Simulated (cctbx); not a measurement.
**Symmetry from intensities**

Cell: a = 5.4790 Å, b = 5.4790 Å, c = 8.4770 Å, α = 90.00°, β = 90.00°, γ = 120.00°. Expected content of the cell: Pb4 Zn8.

Simulated single-crystal data (cctbx): Cu Kα, λ = 1.54184 Å, to d = 0.83 Å, 50 % of the full sphere, strongest reflection 20000 counts, noise from counting, a 1.5 % proportional error and a noise floor of 8 counts (s.d.); no absorption, some extinction.

Tests on the unmerged data give:

```text
827 reflections to d = 0.834 A
centring   violations  <I/sigma> of those
    A        337 of   418     25.7
    B        342 of   415     25.5
    C        311 of   397     24.1
    I        329 of   406     24.9
    R        431 of   547     25.6
    F        495 of   615     25.1
Laue class    unique    Rint  (classes that these axes allow; Friedel mates merged)
P -1              621   0.013
P 1 1 2/m         404   0.014
P -3              270   0.016
P -3 1 m          165   0.017
P -3 m 1          181   0.017
P 6/m             150   0.017
P 6/m m m         111   0.018
space group    extra absences  I>4sigma  <I/sigma>
P 6 2 2                 0          0         -  acentric
P 63 2 2                2          0       1.5  acentric
P 6 m m                 0          0         -  acentric
P 63 m c               64          0       0.1  acentric
P -6 m 2                0          0         -  acentric
P -6 2 m                0          0         -  acentric
P -6 2 c               64          0       0.1  acentric
P 6/m m m               0          0         -  centric
P 63/m m c             64          0       0.1  centric
Wilson B = 1.12 A^2   <|E^2-1|> = 0.810 (0.968 centric, 0.736 acentric)   E^2>4: 0.0 %
shell (A)         n   <I/sigma>
 4.75 - 1.65     18     64.3
 1.65 - 1.32     13     69.6
 1.32 - 1.15     15     64.5
 1.15 - 1.05     13     51.1
 1.05 - 0.97     10     97.1
 0.97 - 0.92     12     47.4
 0.92 - 0.87     16     60.6
 0.87 - 0.83     14     51.2
```

Q: Read the symmetry from these tables.

Every centring test has many violations, so the lattice is primitive.

Rint stays low (0.013 to 0.018) up to P 6/m m m, the highest class in these axes.

9 settings pass the absence test. The most absences obeyed, 64, belong to P 63 m c, P -6 2 c and P 63/m m c, which absences can't tell apart.

⟨|E²−1|⟩ = 0.810 lies between the two ideal values. The Wilson B of 1.12 Å² means U ≈ 0.0142 Å².

The true group is P6_3/mmc (no. 194), Laue class 6/mmm, centrosymmetric. The tables only narrow the choice to the tied entries; cell content, site symmetry and trial solutions must settle it.

This is a model crystal, built by substitution and not relaxed, with assumed displacement parameters.

[Logs are printed without paths, hosts, clocks, repeated set-up lines and the standing remarks that a program may print on its own settings, such as how far it seeks lower states.]
